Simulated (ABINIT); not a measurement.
## How CdI2 absorbs and reflects light

Aim: the dielectric function of CdI2, and the optical constants that follow from it. The cell comes from an older database entry, whose edges can differ from later determinations, mostly by under a per cent.

Calculated with ABINIT 10.8.3; DFT, PBE, plane waves with norm-conserving potentials (PseudoDojo), scalar-relativistic, independent-particle linear optical response without local fields.

**1. The starting structure**

It takes space group P-3m1 (No. 164, trigonal). The conventional cell has a = 4.244 Å, b = 4.244 Å, c = 6.859 Å, α = 90.00°, β = 90.00°, γ = 120.00°. I has 3 Cd at 2.99 Å nearest. Cd has 6 I at 2.99 Å nearest. Farther neighbours and most contacts between anions are not listed.

Coordinates:

```cif
data_structure
_symmetry_space_group_name_H-M 'P-3m1'
_symmetry_Int_Tables_number 164
_cell_length_a 4.2440
_cell_length_b 4.2440
_cell_length_c 6.8590
_cell_angle_alpha 90.000
_cell_angle_beta 90.000
_cell_angle_gamma 120.000
_cell_volume 106.99
loop_
_atom_site_label
_atom_site_type_symbol
_atom_site_symmetry_multiplicity
_atom_site_Wyckoff_symbol
_atom_site_fract_x
_atom_site_fract_y
_atom_site_fract_z
_atom_site_occupancy
I1 I 2 d 0.66667 0.33333 0.75080 1
Cd1 Cd 1 a 0.00000 0.00000 0.00000 1
```

**2. Ground state, bands and velocity matrix elements**

The self-consistent density comes first; it also tells whether there is a gap, which decides the occupations and the need for a Drude term.

This step: DFT, PBE, plane waves with norm-conserving potentials (PseudoDojo), scalar-relativistic, ground state, bands at fixed density and velocity matrix elements (ABINIT 10.8.3).

File run.abi:

```
# ground state, bands on a dense mesh, and the derivatives d/dk of the wave functions
ndtset 3

ngkpt1 6 6 4
shiftk1 0.0 0.0 0.0
tolvrs1 1.0d-12
nband1 21
prtden1 1

iscf2 -2
getden2 1
ngkpt2 9 9 5
shiftk2 0.0 0.0 0.0
kptopt2 1
nband2 61
nbdbuf2 4
tolwfr2 1.0d-14

optdriver3 8
wfk_task3 "wfk_ddk"
prtevk3 1
getwfk3 2
getden3 1
iscf3 -2
ngkpt3 9 9 5
shiftk3 0.0 0.0 0.0
kptopt3 1
nband3 61

nshiftk 1
occopt 3
tsmear 0.001837
ecut 45.0
nstep 80
iomode 3
chksymbreak 0
chkprim 0
chksymtnons 0
acell 3*1.0 Angstrom
rprim
  4.244000000022 0.000000000000 0.000000000000
  -2.122000000011 3.675411813681 0.000000000000
  0.000000000000 0.000000000000 6.859000000000
natom 3
ntypat 2
znucl 53 48
typat 1 1 2
xred
  0.666666666667 0.333333333333 0.750800000000
  0.333333333333 0.666666666667 0.249200000000
  0.000000000000 0.000000000000 0.000000000000
pseudos "I.upf, Cd.upf"
```

Launch:

```
> mpirun -n 4 abinit run.abi
```

Numbers of over 12 decimals in the logs are rounded to 6 here.

The program printed:

```text
DATASET    1 : space group P-3 m 1 (#164); Bravais hP (primitive hexag.)
 DATASET    2 : space group P-3 m 1 (#164); Bravais hP (primitive hexag.)
 DATASET    3 : space group P-3 m 1 (#164); Bravais hP (primitive hexag.)
            ngfft          50      50      80
                         0.01389    0.01389    0.04167    0.04167    0.04167    0.04167
                         0.04167    0.08333    0.08333    0.08333    0.02778    0.00694
                         0.04167    0.04167    0.02083    0.04167    0.08333    0.01389
                         0.02963    0.02963    0.01481    0.01481    0.02963    0.00494
                         0.00494    0.01481    0.01481    0.01481    0.01481    0.01481
                         0.01481    0.01481    0.01481    0.02963    0.02963    0.02963
                         0.02963    0.02963    0.02963    0.02963    0.02963    0.02963
                         0.00988    0.00494    0.01481    0.01481    0.01481    0.01481
                         0.01481    0.01481    0.01481    0.01481    0.02963    0.02963
                         0.02963    0.02963    0.02963    0.02963    0.02963    0.02963
                         0.02963    0.02963    0.01481    0.01481    0.02963    0.00494
                         0.00494    0.01481    0.01481    0.01481    0.01481    0.01481
                         0.01481    0.01481    0.01481    0.02963    0.02963    0.02963
                         0.02963    0.02963    0.02963    0.02963    0.02963    0.02963
                         0.00988    0.00494    0.01481    0.01481    0.01481    0.01481
                         0.01481    0.01481    0.01481    0.01481    0.02963    0.02963
[...]
== DATASET  1 ==================================================================
 Real(R)+Recip(G) space primitive vectors, cartesian coordinates (Bohr,Bohr^-1):
 R(1)=  8.0199977  0.0000000  0.0000000  G(1)=  0.1246883  0.0719888  0.0000000
 R(2)= -4.0099988  6.9455217  0.0000000  G(2)=  0.0000000  0.1439777  0.0000000
 R(3)=  0.0000000  0.0000000 12.9616315  G(3)=  0.0000000  0.0000000  0.0771508
 Unit cell volume ucvol=  7.2200264E+02 bohr^3
 Angles (23,13,12)=  9.00000000E+01  9.00000000E+01  1.20000000E+02 degrees
 getcut: wavevector=  0.0000  0.0000  0.0000  ngfft=  50  50  80
     iter   Etot(hartree)      deltaE(h)  residm     vres2
 ETOT  1  -195.43890451763    -1.954E+02 1.732E+00 3.464E+04
 ETOT  2  -197.37976086408    -1.941E+00 3.073E-01 4.621E+04
 ETOT  3  -200.72828936365    -3.349E+00 1.826E-01 6.795E+03
 ETOT  4  -201.09174008401    -3.635E-01 2.219E-02 2.539E+03
 ETOT  5  -201.20824586956    -1.165E-01 8.919E-03 8.600E+02
 ETOT  6  -201.25402783910    -4.578E-02 2.866E-02 2.489E+02
 ETOT  7  -201.26308095875    -9.053E-03 4.219E-03 1.112E+02
 ETOT  8  -201.26956529470    -6.484E-03 7.491E-03 2.190E+01
 ETOT  9  -201.27086923994    -1.304E-03 7.997E-03 3.000E+00
 ETOT 10  -201.27108144021    -2.122E-04 1.000E-02 1.992E-04
 ETOT 11  -201.27108181141    -3.712E-07 2.826E-03 5.125E-05
 ETOT 12  -201.27108181983    -8.415E-09 2.386E-03 7.341E-05
 ETOT 13  -201.27108183161    -1.178E-08 1.088E-03 3.217E-06
 ETOT 14  -201.27108183238    -7.753E-10 5.796E-04 2.472E-08
 ETOT 15  -201.27108183237     1.523E-11 3.713E-04 2.004E-09
 ETOT 16  -201.27108183237     2.245E-12 1.657E-04 1.308E-10
 ETOT 17  -201.27108183238    -1.091E-11 1.524E-04 3.111E-11
 ETOT 18  -201.27108183238     1.847E-12 7.615E-05 2.666E-12
 ETOT 19  -201.27108183238    -7.503E-12 1.356E-04 3.755E-14
 At SCF step   19       vres2   =  3.76E-14 < tolvrs=  1.00E-12 =>converged.
 Cartesian components of stress tensor (hartree/bohr^3)
  sigma(1 1)= -5.15548397E-05  sigma(3 2)=  0.00000000E+00
  sigma(2 2)= -5.15548397E-05  sigma(3 1)=  0.00000000E+00
  sigma(3 3)= -5.19970901E-05  sigma(2 1)=  0.00000000E+00
 Mean square residual over all n,k,spin=   39.015E-08; max=  13.557E-05
 Fermi (or HOMO) energy (hartree) =   0.13423   Average Vxc (hartree)=  -0.31901
 Eigenvalues (hartree) for nkpt=  24  k points:
 kpt#   1, nband= 21, wtk=  0.00694, kpt=  0.0000  0.0000  0.0000 (reduced coord)
  -3.64185   -2.21102   -2.21102   -2.21084   -0.35636   -0.33025   -0.18965   -0.18965
  -0.18536   -0.18227   -0.18227   -0.04828    0.07781    0.07781    0.08347    0.08347
   0.08434    0.18073    0.25331    0.32336    0.32336
   2.00000    2.00000    2.00000    2.00000    2.00000    2.00000    2.00000    2.00000
   2.00000    2.00000    2.00000    2.00000    2.00000    2.00000    2.00000    2.00000
   2.00000    0.00000    0.00000    0.00000    0.00000
kinetic             :  6.78780216449465E+01
hartree             :  8.64725848853217E+01
xc                  : -3.21968383071206E+01
Ewald energy        : -8.96367172708645E+01
psp_core            :  2.89637835922261E+00
local_psp           : -2.44752498040720E+02
non_local_psp       :  8.06798689683192E+00
internal            : -2.01271081832382E+02
'-kT*entropy'       : -4.35514093360712E-13
total_energy        : -2.01271081832383E+02
total_energy_eV     : -5.47686514788742E+03
 Cartesian components of stress tensor (hartree/bohr^3)
  sigma(1 1)= -5.15548397E-05  sigma(3 2)=  0.00000000E+00
  sigma(2 2)= -5.15548397E-05  sigma(3 1)=  0.00000000E+00
  sigma(3 3)= -5.19970901E-05  sigma(2 1)=  0.00000000E+00
-Cartesian components of stress tensor (GPa)         [Pressure=  1.5211E+00 GPa]
== DATASET  2 ==================================================================
 Real(R)+Recip(G) space primitive vectors, cartesian coordinates (Bohr,Bohr^-1):
 R(1)=  8.0199977  0.0000000  0.0000000  G(1)=  0.1246883  0.0719888  0.0000000
 R(2)= -4.0099988  6.9455217  0.0000000  G(2)=  0.0000000  0.1439777  0.0000000
 R(3)=  0.0000000  0.0000000 12.9616315  G(3)=  0.0000000  0.0000000  0.0771508
 Unit cell volume ucvol=  7.2200264E+02 bohr^3
 Angles (23,13,12)=  9.00000000E+01  9.00000000E+01  1.20000000E+02 degrees
 getcut: wavevector=  0.0000  0.0000  0.0000  ngfft=  50  50  80
 Mean square residual over all n,k,spin=   54.189E-16; max=  99.929E-16
 Eigenvalues (hartree) for nkpt=  50  k points:
 kpt#   1, nband= 61, wtk=  0.00247, kpt=  0.0000  0.0000  0.0000 (reduced coord)
  -3.64185   -2.21102   -2.21102   -2.21084   -0.35636   -0.33025   -0.18965   -0.18965
  -0.18536   -0.18227   -0.18227   -0.04828    0.07781    0.07781    0.08347    0.08347
   0.08434    0.18073    0.25331    0.32336    0.32336    0.39954    0.42456    0.42887
   0.42887    0.46560    0.46560    0.46742    0.48060    0.48060    0.50940    0.51568
   0.68609    0.69689    0.69689    0.73734    0.73734    0.73785    0.77892    0.77892
   0.79776    0.79776    0.82327    0.91127    0.97430    0.98199    0.98783    1.03153
   1.03153    1.07209    1.08775    1.08775    1.10371    1.10371    1.11547    1.11547
   1.16029    1.17179    1.20928    1.20928    1.21128
== DATASET  3 ==================================================================
            ngfft          50      50      80
[...]
0.02963    0.02963    0.02963    0.02963    0.02963    0.02963
                         0.02963    0.02963    0.01481    0.01481    0.02963    0.00494
                         0.00494    0.01481    0.01481    0.01481    0.01481    0.01481
                         0.01481    0.01481    0.01481    0.02963    0.02963    0.02963
                         0.02963    0.02963    0.02963    0.02963    0.02963    0.02963
                         0.00988    0.00494    0.01481    0.01481    0.01481    0.01481
                         0.01481    0.01481    0.01481    0.01481    0.02963    0.02963
                         0.02963    0.02963    0.02963    0.02963    0.02963    0.02963
[shortened to cell, iterations, levels, energies and stress; the echo of variables, forces, comments, warnings and credits are left out]
```

The job ended after 7.2 min (4 MPI ranks of Intel Xeon Platinum 8488C (Sapphire Rapids), shared host; peak memory 0.23 GiB).

Read-outs, printed or worked out from the files:

- total energy: -201.3 Ha
- gap on the k-mesh: 2.363 eV
- direct gap on the mesh: 2.623 eV

There is a gap, 2.36 eV on this mesh (points off the mesh can give less), so no carriers' term is needed.

**3. Optical response**

The spectrum is a sum over vertical transitions between filled and empty bands at the fixed density, so many empty bands are needed.

This step: DFT, PBE, plane waves with norm-conserving potentials (PseudoDojo), scalar-relativistic, independent-particle linear optical response without local fields (ABINIT 10.8.3).

File optic.abi:

```
&FILES
 ddkfile_1 = 'runo_DS3_1_EVK.nc',
 ddkfile_2 = 'runo_DS3_2_EVK.nc',
 ddkfile_3 = 'runo_DS3_3_EVK.nc',
 wfkfile = 'runo_DS2_WFK.nc'
/
&PARAMETERS
 broadening = 0.001837,
 domega = 0.0020212,
 maxomega = 0.80849,
 scissor = 0.0,
 tolerance = 0.002,
 nband_sum = 57
/
&COMPUTATIONS
 num_lin_comp = 2,
 lin_comp = 11, 33,
 num_nonlin_comp = 0,
 num_linel_comp = 0,
 num_nonlin2_comp = 0
/
```

Launch:

```
> optic optic.abi
```

The program printed:

```text

 OPTIC has originally been developed by
 S. Sharma, J. K. Dewhurst and C. Ambrosch-Draxl, Phys. Rev. B 67, 165332 (2003), and
 S. Sharma and C. Ambrosch-Draxl, Physica Scripta T 109 (2004).

 rprimd(bohr)      =   8.02000   0.00000   0.00000
                      -4.01000   6.94552   0.00000
                       0.00000   0.00000  12.96163
 natom             =       3
 nkpt,mband        =      50      61
 ecut              =  45.00000 Ha
 newocc: new Fermi energy is       0.134220 , with nelect=     34.000000, Number of bisection calls: 12
 Fermi level: 3.6523  (eV)

 fermie            =   0.13422 Ha   3.65231 eV
 Scissor shift     =   0.00000 Ha
 Tolerance on closeness to singularities     =   0.00200 Ha
 Smearing factor      =   0.00184 Ha
 Will use the antiresonant approximation (meaning that the antiresonant terms are neglected)
 Will not perform the bands decomposition
 linear coeffs to be calculated :
 11 33
 non-linear coeffs to be calculated :

 electronic part of electro-optic coeffs to be calculated :

 non-linear coeffs (V2) to be calculated :

 linear optic matrix elements will be printed :0
 optic : Call pmat2cart
 No scissor shift to be applied. Returning to main optic routine.
 optic : Call linopt
  linopt            1           1
 calculated the component:           1           1   of dielectric function
  with broadening:         (0.000000,1.83700000000000009E-003)
 and scissors shift:   0.000000
 energy window:   131.080127      eV   4.817106      Ha
  linopt            3           3
 calculated the component:           3           3   of dielectric function
  with broadening:         (0.000000,1.83700000000000009E-003)
 and scissors shift:   0.000000
 energy window:   131.080127      eV   4.817106      Ha
 optic : Call nlinopt
 optic : Call linelop
 optic : Call nonlinopt

================================================================================

 Calculation completed.
-
program: optic
version: 10.8.3
start_datetime:
end_datetime:
overall_cpu_time:           0.6
overall_wall_time:           0.6
mpi_procs: 1
omp_threads: 1
...
```

It took 1.2 s on 1 thread; peak memory 0.07 GiB.

Numbers from this step:

```
electronic dielectric constant ε∞, mean over x, y and z (by symmetry where fewer were run) : 5.971
centre of weight of the strongest loss peak in the window                                  : 17.37 eV
```

The Im ε has structure finer than the step of the table below, so its rows give means over 0.5 eV, whole bins alone (the curve runs from 0.0550 to 21.9 eV). Peaks (eV: height): E ∥ x 3.90: 10.8, 4.56: 9.70, 5.17: 11.1, 5.50: 9.97, 5.83: 12.2, 6.49: 7.19, 8.08: 6.29; E ∥ z 3.52: 7.33, 5.28: 6.88, 5.50: 13.0, 5.66: 13.1, 5.83: 11.1, 5.99: 11.4, 6.71: 10.6.

Sum at mesh points, not converged in k; values under the direct gap are tails of Lorentzian lines. The Im ε by photon energy; means over each step:

```csv
photon energy (eV),E ∥ x,E ∥ z
0.5,0.0101,0.0100
1.0,0.0222,0.0223
1.5,0.0397,0.0410
2.0,0.0730,0.0817
2.5,0.297,0.502
3.0,1.63,3.15
3.5,4.50,5.06
4.0,8.27,4.60
4.5,7.54,4.35
5.0,6.87,4.24
5.5,7.69,9.42
6.0,8.23,8.72
6.5,6.24,8.30
7.0,5.50,7.67
7.5,5.31,4.77
8.0,5.40,4.01
8.5,3.81,4.56
9.0,3.00,3.08
9.5,2.95,2.72
10.0,2.11,2.06
10.5,1.82,1.72
11.0,1.50,1.74
11.5,1.21,1.44
12.0,1.17,0.992
12.5,1.13,1.07
13.0,1.11,1.16
13.5,0.975,1.01
14.0,1.16,0.982
14.5,0.916,0.945
15.0,0.588,0.778
15.5,0.566,0.481
16.0,0.491,0.490
16.5,0.533,0.492
17.0,0.522,0.500
17.5,0.414,0.447
18.0,0.425,0.427
18.5,0.470,0.429
19.0,0.396,0.405
19.5,0.361,0.384
20.0,0.356,0.343
20.5,0.320,0.375
21.0,0.289,0.331
21.5,0.310,0.332
```

The reflectivity at normal incidence has structure finer than the step of the table below, so its rows give means over 0.5 eV, whole bins alone (the curve runs from 0.0550 to 21.9 eV). Peaks (eV: height): E ∥ x 5.94: 46.8, 8.30: 46.5, 8.63: 46.7, 9.07: 42.8, 9.68: 45.1, 10.01: 44.8, 11.38: 40.2; E ∥ z 5.66: 42.8, 6.05: 45.9, 7.31: 49.5, 7.70: 48.4, 8.74: 49.6, 9.51: 47.2, 11.77: 46.1.

Sum at mesh points, not converged in k. The reflectivity at normal incidence by photon energy; means over each step:

```csv
photon energy (eV),E ∥ x (%),E ∥ z (%)
0.5,17.9,17.4
1.0,18.3,17.8
1.5,19.2,18.7
2.0,20.6,20.2
2.5,23.4,23.2
3.0,26.4,27.5
3.5,30.9,27.1
4.0,33.3,24.3
4.5,31.3,24.0
5.0,29.7,25.0
5.5,31.8,36.2
6.0,39.4,37.1
6.5,32.1,34.8
7.0,33.2,42.7
7.5,32.2,41.8
8.0,34.5,31.1
8.5,44.1,38.2
9.0,36.1,38.6
9.5,37.4,42.4
10.0,38.7,36.2
10.5,37.2,36.4
11.0,34.7,31.2
11.5,34.4,35.8
12.0,27.7,33.8
12.5,24.6,22.4
13.0,24.8,25.0
13.5,20.5,20.9
14.0,21.1,24.6
14.5,29.0,22.2
15.0,31.7,29.9
15.5,20.7,26.5
16.0,20.0,20.8
16.5,12.7,13.5
17.0,16.1,13.9
17.5,12.3,11.8
18.0,9.68,10.2
18.5,9.60,9.23
19.0,9.76,8.04
19.5,8.07,8.38
20.0,7.01,6.61
20.5,6.66,5.62
21.0,5.72,6.54
21.5,4.94,5.61
```

The loss function −Im 1/ε at q → 0 has structure finer than the step of the table below, so its rows give means over 0.5 eV, whole bins alone (the curve runs from 0.0550 to 21.9 eV). Peaks (eV: height): E ∥ x 13.25: 1.14, 15.23: 1.98, 16.11: 2.54, 17.27: 2.24, 19.08: 1.88; E ∥ z 15.45: 2.25, 16.11: 2.31, 16.72: 1.92, 16.99: 2.13, 17.38: 2.15, 17.82: 2.08, 18.53: 1.84.

Sum at mesh points, not converged in k; values under the direct gap are tails of Lorentzian lines. Table of loss function −Im 1/ε at q → 0 by energy loss; means over each step:

```csv
energy loss (eV),E ∥ x,E ∥ z
0.5,2.7e-4,2.9e-4
1.0,5.7e-4,6.0e-4
1.5,9.2e-4,0.00100
2.0,0.00144,0.00167
2.5,0.00395,0.00714
3.0,0.0174,0.0336
3.5,0.0318,0.0676
4.0,0.0689,0.0832
4.5,0.101,0.0777
5.0,0.0829,0.0640
5.5,0.105,0.0630
6.0,0.129,0.114
6.5,0.158,0.112
7.0,0.183,0.125
7.5,0.187,0.181
8.0,0.184,0.246
8.5,0.204,0.198
9.0,0.286,0.263
9.5,0.277,0.261
10.0,0.346,0.376
10.5,0.404,0.435
11.0,0.506,0.489
11.5,0.622,0.505
12.0,0.756,0.753
12.5,0.829,0.905
13.0,0.836,0.796
13.5,1.01,0.972
14.0,0.839,0.957
14.5,0.928,1.02
15.0,1.43,1.09
15.5,1.76,1.90
16.0,2.03,2.05
16.5,1.71,1.86
17.0,1.89,1.85
17.5,1.98,1.86
18.0,1.70,1.74
18.5,1.61,1.64
19.0,1.76,1.53
19.5,1.58,1.59
20.0,1.43,1.37
20.5,1.38,1.20
21.0,1.21,1.34
21.5,1.10,1.21
```

At chosen wavelengths:

```csv
wavelength (nm),n x,k x,R (%) x,1/α x,n z,k z,R (%) z,1/α z
1064,2.51,0.005,18.6,16 µm,2.48,0.005,18.1,15 µm
800,2.56,0.008,19.3,7.9 µm,2.53,0.008,18.8,7.5 µm
450,3.07,0.192,26.0,186 nm,3.00,0.105,25.0,342 nm
405,3.05,0.270,25.9,120 nm,3.10,0.986,30.5,33 nm
308,2.89,1.546,34.1,16 nm,2.53,0.907,23.9,27 nm
248,2.86,1.163,29.6,17 nm,2.83,0.723,25.5,27 nm
193,2.03,1.593,30.7,9.6 nm,2.45,1.511,30.9,10 nm
```

Below the direct gap, k and the depth come from the tails of the Lorentzian lines, not from transitions.

Rows near the edge hang on the gap, which this functional as a rule makes too small, and phonon-assisted absorption is left out.

**4. Outcome**

```json
{
  "electronic dielectric constant ε∞, mean over x, y and z (by symmetry where fewer were run) (independent particles)": "5.97",
  "centre of weight of the strongest loss peak in the window, first axis": "17.4 eV"
}
```

At this level (PBE, independent particles) CdI2 has a mean ε∞ = 5.97 and n = 2.48 at 1550 nm (E ∥ x). On the mesh the gap is 2.36 eV and the least direct gap 2.62 eV, so on this mesh the band edges lie at different points. The static values by axis are 6.03 (x), 5.85 (z). Excitons and phonon-assisted transitions are missing, and so are local fields; PBE gaps are as a rule too small, which pulls the onset down and ε∞ up. Spin-orbit coupling is left out although heavy atoms are present. The sum runs over mesh points 0.19 Å⁻¹ apart with no interpolation, so peaks are partly noise of the mesh and static values carry its error. Besides steps told in other documents, this task had 1 run with a known fault of program or setting; those not told in a step above aren't shown.

[Logs are printed without paths, hosts, clocks, repeated set-up lines and the standing remarks that a program may print on its own settings, such as how far it seeks lower states.]

[Hosts, paths, dates, database ids (printed as entryN), source tags and the programs' standing remarks are cut or masked in the printed files.]
